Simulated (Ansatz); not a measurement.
# Mo2C(OH)2 MXene monolayer in a perpendicular field

Wanted: the out-of-plane response of the Mo2C(OH)2 MXene monolayer. A positive field points along +c.

Calculated with Ansatz 0.2.0; plane-wave DFT, PBE-D3(BJ), Ansatz PAW (set soft_1); PAW set soft_1.

Report form: the programs' logs are mostly left out.

### Step 1. Starting point

The cell holds 7 atoms: 2 H, 2 O, 2 Mo and 1 C. Cell: a = 3.025 Å, b = 3.025 Å, c = 43.979 Å, α = 90.0°, β = 90.0°, γ = 120.0°. Vacuum lies along c.

### Step 2. Relaxation

The starting cell is a guess, so the in-plane lattice and the atoms are relaxed first, with the slab cut off from its images along the normal.

File input.yaml:

```yaml
crystal:
  lattice:
    - [3.024736, 0.0, 0.0]
    - [-1.512368, 2.6194982157, 0.0]
    - [0.0, 0.0, 43.9790393164]
  atoms:
    - { symbol: H, position: [0.3333333333, 0.6666666667, 0.4263394629] }
    - { symbol: O, position: [0.3333333333, 0.6666666667, 0.4486228055] }
    - { symbol: Mo, position: [0.6666666667, 0.3333333333, 0.4728625214] }
    - { symbol: C, position: [0.0, 0.0, 0.5] }
    - { symbol: Mo, position: [0.3333333333, 0.6666666667, 0.5271374786] }
    - { symbol: O, position: [0.6666666667, 0.3333333333, 0.5513771945] }
    - { symbol: H, position: [0.6666666667, 0.3333333333, 0.5736605371] }
  periodic: [true, true, false]
kpoints:
  mp_grid: { grid: [12, 12, 1] }
hamiltonian:
  xc: pbe
  dispersion: d3bj
  pseudopotentials: { kind: paw, azcp: { folder: soft_1 } }
scf:
  occupations: { method: fermi_dirac, width: 0.05 }
  convergence: { dr2_threshold: 1.0e-09 }
relax:
  f_tol: 0.004
  max_steps: 90
  cell: {}
output:
  write_potential: true
  write_density: true
  volumetric_format: npy
```

Launch:

```bash
> ansatz run input.yaml --threads 2 --pin off --max-ram 3072MiB --backend cpu --events-out ev --progress --plain --runs-dir out
```

Run time: 1.7 min. Hardware: 2 threads of Arm Neoverse V1, shared host; peak memory 0.65 GiB.

This run has no spin polarisation, although Mo can carry a moment.

Step by step:

| step | energy less that of the first step (eV) | largest force component (eV/Å) | volume (Å³) |
| --- | --- | --- | --- |
| 1 | 0.0000 | 4.0171 | 348.46 |
| 2 | -1.2167 | 1.4267 | 354.24 |
| 3 | -1.4859 | 0.5503 | 343.65 |
| 4 | -1.5127 | 0.7667 | 324.46 |
| 5 | -1.5531 | 0.2017 | 333.23 |
| 6 | -1.5659 | 0.2426 | 327.53 |
| 7 | -1.5681 | 0.0577 | 326.16 |
| 8 | -1.5680 | 0.0034 | 326.68 |
| 9* | -1.5612 | 0.0053 | 326.68 |
| 10 | -1.5615 | 0.0057 | 326.14 |
| 11 | -1.5615 | 0.0003 | 326.11 |
| 12* | -1.5613 | 0.0003 | 326.11 |

Relaxation steps marked * repeat the geometry before them on a plane-wave basis chosen anew for their cell, so energy and pressure can jump there.

Forces are held to the 12 operations that the run works with; a distortion that breaks them can't arise in this run.

| cell as run | before | after | change |
| --- | --- | --- | --- |
| a (Å) | 3.025 | 2.926 | -3.3 % |
| b (Å) | 3.025 | 2.926 | -3.3 % |

The atoms that moved most (Å, along periodic axes as changes of fractional coordinates times the final cell, across vacuum about the mean position):

| atom | dx | dy | dz | length |
| --- | --- | --- | --- | --- |
| O6 | 0.000 | 0.000 | 0.483 | 0.483 |
| O2 | 0.000 | 0.000 | -0.483 | 0.483 |
| H1 | 0.000 | 0.000 | -0.483 | 0.483 |
| H7 | 0.000 | 0.000 | 0.483 | 0.483 |
| Mo3 | 0.000 | 0.000 | -0.101 | 0.101 |
| Mo5 | 0.000 | 0.000 | 0.101 | 0.101 |

Numbers from this step:

| Property | Result |
| --- | --- |
| energy at zero smearing | -11329.7424 eV |

The lattice constant a goes from 3.025 to 2.926 Å.

### Step 3. Single point, field 0

A sawtooth potential applies the field, turning back in the middle of the vacuum. With the dipole correction the typed value is the field outside the slab. The induced dipole is small, so the SCF threshold is tight.

The cell differs from the one that the last finished run ended in (c 43.979 → 25.445 Å).

File input.yaml:

```yaml
crystal:
  lattice:
    - [2.926139756, 0.0, 0.0]
    - [-1.463069878, 2.5341113637, 0.0]
    - [0.0, 0.0, 25.4449281165]
  atoms:
    - { symbol: H, position: [0.3333333333, 0.6666666667, 0.3537050668] }
    - { symbol: O, position: [0.3333333333, 0.6666666667, 0.392199068] }
    - { symbol: Mo, position: [0.6666666667, 0.3333333333, 0.4491332967] }
    - { symbol: C, position: [0.0, 0.0, 0.5] }
    - { symbol: Mo, position: [0.3333333333, 0.6666666667, 0.5508667033] }
    - { symbol: O, position: [0.6666666667, 0.3333333333, 0.607800932] }
    - { symbol: H, position: [0.6666666667, 0.3333333333, 0.6462949332] }
kpoints:
  mp_grid: { grid: [18, 18, 1] }
  band_path:
    path: [[0, 0, 0], [0.5, 0, 0], [0.33333333, 0.33333333, 0], [0, 0, 0]]
    npoints: 16
hamiltonian:
  xc: pbe
  dispersion: d3bj
  pseudopotentials: { kind: paw, azcp: { folder: soft_1 } }
scf:
  occupations: { method: fermi_dirac, width: 0.02585 }
  convergence: { dr2_threshold: 1.0e-10 }
efield:
  axis: 3
  dipole_correction: true
  ramp_position: 0.97
  ramp_width: 0.06
  amplitude: 0
output:
  dos: { projected: true, e_range: [-6, 5] }
  write_potential: true
  write_density: true
  volumetric_format: npy
  elf: true
```

The job ended after 25 s (2 threads; peak memory 0.52 GiB).

This step gave:

```
energy at zero smearing   : -11329.7438 eV
work function, upper face : 2.155 eV
dipole along the normal   : 2.56e-7 e·Å
```

Running mean over a fixed 2.7 Å (it still follows the layers) of the planar mean; the ramp of the sawtooth is left out. Electron's electrostatic potential energy less the Fermi level against z:

| z (Å) | electron's electrostatic potential energy less the Fermi level (eV) |
| --- | --- |
| 3 | 2.15 |
| 4 | 2.15 |
| 5 | 2.14 |
| 6 | 2.08 |
| 7 | 1.85 |
| 8 | 0.836 |
| 9 | -1.71 |
| 10 | -7.11 |
| 11 | -12.8 |
| 12 | -14.1 |
| 13 | -14.5 |
| 14 | -13.4 |
| 15 | -10.5 |
| 16 | -3.25 |
| 17 | -0.00973 |
| 18 | 1.52 |
| 19 | 2.02 |
| 20 | 2.12 |
| 21 | 2.15 |
| 22 | 2.15 |

The density of states has structure finer than the step of the table below, so its rows give means over 0.2 eV, whole bins alone (the curve runs from -6 to 0.51 eV). Peaks (eV: height): -5.86: 12.0, -5.70: 9.16, -5.59: 13.2, -5.31: 11.8, -0.84: 5.81, -0.02: 8.46, 0.23: 8.46.

The density of states by energy, zero at the Fermi level; means over each step:

| energy (eV) | density of states (states/eV a cell) |
| --- | --- |
| -5.8 | 7.13 |
| -5.6 | 10.4 |
| -5.4 | 6.70 |
| -5.2 | 7.31 |
| -5.0 | 3.09 |
| -4.8 | 1.38 |
| -4.6 | 1.57 |
| -4.4 | 1.13 |
| -4.2 | 0.931 |
| -4.0 | 0.840 |
| -3.8 | 0.889 |
| -3.6 | 1.61 |
| -3.4 | 1.50 |
| -3.2 | 1.28 |
| -3.0 | 1.78 |
| -2.8 | 1.31 |
| -2.6 | 0.956 |
| -2.4 | 0.740 |
| -2.2 | 0.625 |
| -2.0 | 1.68 |
| -1.8 | 1.53 |
| -1.6 | 1.13 |
| -1.4 | 1.12 |
| -1.2 | 1.12 |
| -1.0 | 1.45 |
| -0.8 | 3.78 |
| -0.6 | 2.72 |
| -0.4 | 2.39 |
| -0.2 | 2.52 |
| 0.0 | 3.63 |
| 0.2 | 4.75 |
| 0.4 | 4.06 |

Projected DOS per atom over height of the atomic layer and energy from the Fermi level. Layers: H O Mo C Mo O H from below.

Values in states/eV, 22 rows by 7 columns, each cell a mean:
```
0.11 0.25 1.67 0.16 1.67 0.25 0.11
0.12 0.21 1.55 0.23 1.55 0.21 0.12
0.10 0.15 0.96 0.12 0.96 0.15 0.10
0.04 0.13 0.95 0.18 0.95 0.13 0.04
0.03 0.12 1.39 0.33 1.39 0.12 0.03
0.01 0.04 0.58 0.06 0.58 0.04 0.01
0.01 0.06 0.50 0.04 0.50 0.06 0.01
0.01 0.06 0.50 0.05 0.50 0.06 0.01
0.02 0.10 0.60 0.10 0.60 0.10 0.02
0.01 0.05 0.23 0.08 0.23 0.05 0.01
0.01 0.07 0.33 0.11 0.33 0.07 0.01
0.02 0.10 0.58 0.16 0.58 0.10 0.02
0.01 0.15 0.40 0.24 0.40 0.15 0.01
0.00 0.26 0.33 0.46 0.33 0.26 0.00
0.00 0.15 0.19 0.30 0.19 0.15 0.00
0.00 0.11 0.22 0.21 0.22 0.11 0.00
0.00 0.12 0.32 0.22 0.32 0.12 0.00
0.00 0.17 0.43 0.26 0.43 0.17 0.00
0.00 0.67 0.44 0.33 0.44 0.67 0.00
0.01 2.08 1.09 1.16 1.09 2.08 0.01
0.01 1.88 1.48 2.13 1.48 1.88 0.01
0.00 1.61 1.14 1.76 1.14 1.61 0.00
```
Columns: height of the atomic layer (Å) from 9 to 16.4 (not evenly spaced); rows upwards: energy from the Fermi level (eV) from -5.96 to 0.52.

The electronic bands at the labelled points (eV, zero at the Fermi level):

| point | band 20 | band 21 | band 22 | band 23 | band 24 | band 25 | band 26 | band 27 |
| --- | --- | --- | --- | --- | --- | --- | --- | --- |
| Γ | -3.18 | -3.18 | -1.61 | -1.61 | 0.06 | 0.07 | 0.09 | 0.09 |
| halfway | -3.74 | -3.50 | -1.38 | -0.32 | -0.27 | 0.00 | 0.70 | 1.10 |
| M | -4.57 | -3.59 | -0.87 | 1.45 | 1.71 | 1.73 | 2.06 | 2.69 |
| halfway | -5.31 | -2.58 | -0.52 | 0.48 | 0.94 | 1.27 | 1.52 | 2.67 |
| K | -5.45 | -1.01 | -0.27 | -0.27 | 0.33 | 0.84 | 0.84 | 3.25 |
| halfway | -4.68 | -2.31 | -2.13 | -0.77 | 0.28 | 0.70 | 0.96 | 0.99 |
| Γ | -3.18 | -3.18 | -1.61 | -1.61 | 0.06 | 0.07 | 0.09 | 0.09 |

Valence density in the ca plane at fractional y = 0.333, with atoms of Mo and O and H within 0.2 Å of it. It is the smooth field of the valence electrons, not physical close to the nuclei.

Ten steps, logarithmic in the rise over the least value, from '0' (0.0 e/Å³) to '9' (7.6 e/Å³), each cell a mean:
```
00000000000000000012235776543334345653210000
00000000000000000001247998643233358986420000
00000000000000000001247999742222368987631000
00000000000000000001236898643333357875420000
00000000000000000012334676443344345543210000
00000000000000000123433344444455433221000000
00000000000000000123443333444456532110000000
00000000000000000123333444444455433321100000
```
Columns run along c (16.0 Å, from fractional 0.11 to 0.74 of the cell), rows up along a (2.9 Å). Atoms in or near the plane, at fractional coordinates: Mo at (0.45, 0.67), O at (0.61, 0.67), H at (0.65, 0.67).

ELF in the ca plane at fractional y = 0.333, with atoms of Mo and O and H within 0.2 Å of it. It is the smooth field of the valence electrons, not physical close to the nuclei.

Values, 5 rows by 16 columns, each cell a mean:
```
0.00 0.00 0.01 0.03 0.05 0.03 0.06 0.18 0.52 0.41 0.27 0.20 0.64 0.69 0.39 0.06
0.00 0.00 0.01 0.04 0.05 0.02 0.02 0.14 0.60 0.56 0.16 0.23 0.58 0.79 0.68 0.08
0.00 0.00 0.01 0.03 0.05 0.03 0.06 0.18 0.52 0.42 0.27 0.20 0.64 0.69 0.40 0.06
0.00 0.00 0.01 0.04 0.05 0.07 0.27 0.56 0.21 0.40 0.47 0.34 0.20 0.16 0.04 0.04
0.00 0.00 0.01 0.04 0.05 0.07 0.27 0.56 0.21 0.40 0.47 0.33 0.20 0.16 0.04 0.04
```
Columns run along c (16.0 Å, from fractional 0.11 to 0.74 of the cell), rows up along a (2.9 Å). Atoms in or near the plane, at fractional coordinates: Mo at (0.45, 0.67), O at (0.61, 0.67), H at (0.65, 0.67).

Electrostatic potential energy in the ca plane at fractional y = 0.333, with atoms of Mo and O and H within 0.2 Å of it. With pseudopotentials it is smooth inside the atoms' cores, unlike the true potential.

Ten even steps from '0' (-47 eV) to '9' (6 eV), each cell a mean:
```
99999999999999999999986212689988888789999999
99999999999999999999972000389999973125589999
99999999999999999999971000279999962012279999
99999999999999999999973000489999984246689999
99999999999999999999986324789987888889999999
99999999999999999999998878888865689999999999
99999999999999999999999989988754579999999999
99999999999999999999998778898865689999999999
```
Columns run along c (16.0 Å, from fractional 0.11 to 0.74 of the cell; values clipped at the 3rd and 97th percentile), rows up along a (2.9 Å). Atoms in or near the plane, at fractional coordinates: Mo at (0.45, 0.67), O at (0.61, 0.67), H at (0.65, 0.67).

The work function of the upper face is 2.16 eV.

### Step 4. Atoms held, field 0.1 V/Å

Changes to input.yaml since step 3:

```diff
@@ -28,7 +28,6 @@
   dipole_correction: true
-  ramp_position: 0.97
-  ramp_width: 0.06
-  amplitude: 0
+  ramp_position: 0.9218
+  ramp_width: 0.1564
+  amplitude: 0.1
 output:
-  dos: { projected: true, e_range: [-6, 5] }
   write_potential: true
@@ -36,2 +35 @@
   volumetric_format: npy
-  elf: true
```

The job ended after 27 s (2 threads; peak memory 0.49 GiB; 53 s of CPU time).

The dipole is 0.0524 e·Å.

### Step 5. Single point, field -0.1 V/Å

Changes to input.yaml since step 4:

```diff
@@ -30,3 +30,3 @@
   ramp_width: 0.1564
-  amplitude: 0.1
+  amplitude: -0.1
 output:
```

Elapsed: 28 s, on 2 threads; peak memory 0.5 GiB.

The dipole is -0.0524 e·Å.

### Step 6. Response, atoms held

This step: plane-wave DFT, PBE-D3(BJ), Ansatz PAW (set soft_1); response to a field along the normal, atoms held; PAW set soft_1 (Ansatz 0.2.0).

The dipoles give the slope, and the difference of two potentials shows where the field is screened.

Numbers from this step:

```
equivalent conductor thickness p/(ε₀AE) : 12.79 Å
distance between the outer atoms        : 7.445 Å
```

Dipole of the cell against applied field:

| applied field (V/Å) | dipole of the cell (e·Å) |
| --- | --- |
| -0.1000 | -0.0524 |
| 0.0000 | 2.6e-7 |
| 0.1000 | 0.0524 |

Local field over the applied field, running mean. From the potentials at -0.1 and 0.1 V/Å; running mean over 2.5 Å. Local field over applied field against z:

| z (Å) | local field over applied field |
| --- | --- |
| 4.5 | 0.950 |
| 5.0 | 0.912 |
| 5.5 | 0.853 |
| 6.0 | 0.759 |
| 6.5 | 0.625 |
| 7.0 | 0.447 |
| 7.5 | 0.246 |
| 8.0 | 0.0665 |
| 8.5 | -0.0633 |
| 9.0 | -0.135 |
| 9.5 | -0.149 |
| 10.0 | -0.127 |
| 10.5 | -0.0862 |
| 11.0 | -0.0538 |
| 11.5 | -0.0297 |
| 12.0 | -0.0114 |
| 12.5 | 0.00780 |
| 13.0 | 0.00661 |
| 13.5 | -0.0138 |
| 14.0 | -0.0314 |
| 14.5 | -0.0572 |
| 15.0 | -0.0903 |
| 15.5 | -0.131 |
| 16.0 | -0.150 |
| 16.5 | -0.131 |
| 17.0 | -0.0513 |
| 17.5 | 0.0837 |
| 18.0 | 0.269 |
| 18.5 | 0.469 |
| 19.0 | 0.641 |
| 19.5 | 0.772 |
| 20.0 | 0.860 |
| 20.5 | 0.918 |
| 21.0 | 0.953 |

The induced electron density oscillates, so the rows of the table below give means over windows of 0.5 Å about each position, cut where the curve ends. Its maxima inside the range that stand out by 2 % of the span (Å: e/Å³ per V/Å): 7.77: 0.00295, 9.61: 1.6e-4, 10.46: 7.6e-4, 14.14: 0.00103, 15.41: 0.00164, 16.26: 0.0012. Its minima: 9.19: -0.0012, 10.04: -0.00164, 11.31: -0.00103, 14.98: -7.6e-4, 15.83: -1.6e-4, 17.67: -0.00295.

Electrons, planar mean, per unit field. Induced electron density against z; means over each step:

| z (Å) | induced electron density (e/Å³ per V/Å) |
| --- | --- |
| 4.5 | 2.5e-4 |
| 5.0 | 4.1e-4 |
| 5.5 | 6.9e-4 |
| 6.0 | 0.00110 |
| 6.5 | 0.00169 |
| 7.0 | 0.00236 |
| 7.5 | 0.00285 |
| 8.0 | 0.00275 |
| 8.5 | 0.00141 |
| 9.0 | -7.8e-4 |
| 9.5 | -3.7e-4 |
| 10.0 | -9.7e-4 |
| 10.5 | 4.7e-4 |
| 11.0 | -4.8e-4 |
| 11.5 | -6.7e-4 |
| 12.0 | -1.1e-4 |
| 12.5 | -7.1e-5 |
| 13.0 | 8.1e-5 |
| 13.5 | 1.3e-4 |
| 14.0 | 7.5e-4 |
| 14.5 | 3.1e-4 |
| 15.0 | -3.8e-4 |
| 15.5 | 9.2e-4 |
| 16.0 | 5.0e-4 |
| 16.5 | 6.1e-4 |
| 17.0 | -0.00161 |
| 17.5 | -0.00281 |
| 18.0 | -0.00282 |
| 18.5 | -0.00228 |
| 19.0 | -0.00162 |
| 19.5 | -0.00105 |
| 20.0 | -6.5e-4 |
| 20.5 | -3.9e-4 |
| 21.0 | -2.3e-4 |

By hand: between -0.1 and 0.1 V/Å the dipole changes by 0.1049 e·Å, a slope of 0.5243 e·Å²/V. A perfect conductor of thickness t has p = ε₀AEt, so t = 180.95 × 0.5243 / 7.415 = 12.79 Å (e/ε₀ = 180.95 V·Å, A in Å²).

The induced dipole is that of a conductor 12.79 Å thick.

### Step 7. What came out

* gap without field: none
* work function, upper face: 2.16 eV
* equivalent conductor thickness, atoms held: 12.8 Å

The induced dipole equals that of a perfect conductor 12.79 Å thick, while the outer atoms lie 7.44 Å apart. There is no gap over 0.03 eV, with or without the field. The main runs have no spin polarisation; a magnetic state could lie lower and would change these results. Spin-orbit coupling is left out, which matters for the bands of elements this heavy. In 3 runs of the series (0.1 V/Å, -0.1 V/Å and response) the program warns that electrons reach the sawtooth's ramp, which makes dipole and work function less sure. The MXene's terminations sit over the metal atoms of its far layer; the site over carbon or nitrogen, which some compounds prefer, was not run.

[Logs are printed without paths, hosts, clocks, repeated set-up lines and the standing remarks that a program may print on its own settings, such as how far it seeks lower states.]

[Hosts, paths, dates, database ids (printed as entryN), source tags and the programs' standing remarks are cut or masked in the printed files.]

[Maps of the electrostatic potential energy from Ansatz leave out the sawtooth potential of an applied field or a dipole correction, so their vacuum need not be flat; planar profiles and work functions include it.]

[The density of states shown here was stored with 400 of the rows of the run's finer table, so its peaks can read low, often by over a quarter, or be missed, and its means over a window can be off by a tenth or more.]
